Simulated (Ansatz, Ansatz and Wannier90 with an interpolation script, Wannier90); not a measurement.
Rows from a G0W0 calculation on CsGeCl3 (R3m) (Ansatz 0.2.0; G0W0 on LDA, plane waves, PAW; 4×4×4 mesh, 612 empty bands, screening to 140 eV), in eV. Spin-orbit coupling is left out.

| row | k | band | start | Σx | Σc at the solution | Vxc |
| --- | --- | --- | --- | --- | --- | --- |
| A | (-0.500, -0.500, -0.500) | c1 | 5.432 | -7.878 | -3.608 | -12.290 |
| B | (-0.500, -0.500, -0.500) | v2 | 1.304 | -21.011 | 2.998 | -16.805 |
| C | (-0.500, -0.500, -0.500) | v5 | 0.166 | -20.316 | 3.018 | -16.168 |
| D | (-0.500, -0.500, -0.500) | v1 | 3.464 | -18.300 | 0.785 | -16.851 |
| E | (-0.500, -0.500, -0.500) | v3 | 1.239 | -20.892 | 2.980 | -16.711 |
| F | (-0.500, -0.500, -0.500) | c3 | 5.449 | -8.711 | -3.643 | -13.228 |

**Question.** Give the quasiparticle energies and the shift of each level.

The quasiparticle equation reads E = start + Σx + Σc(E) − Vxc.

| row | E (eV) | shift (eV) |
| --- | --- | --- |
| A | 6.236 | +0.804 |
| B | 0.096 | −1.208 |
| C | -0.964 | −1.130 |
| D | 2.801 | −0.663 |
| E | 0.037 | −1.202 |
| F | 6.322 | +0.873 |

The gap over the computed points goes from 1.97 eV to 3.43 eV.

Limits: not at the basis limit; no spin-orbit coupling.

[Runs of the session that timed out or met a known fault of the program may be left out.]

[Hosts, paths, dates, database ids (printed as entryN), source tags and the programs' standing remarks are cut or masked in the printed files.]
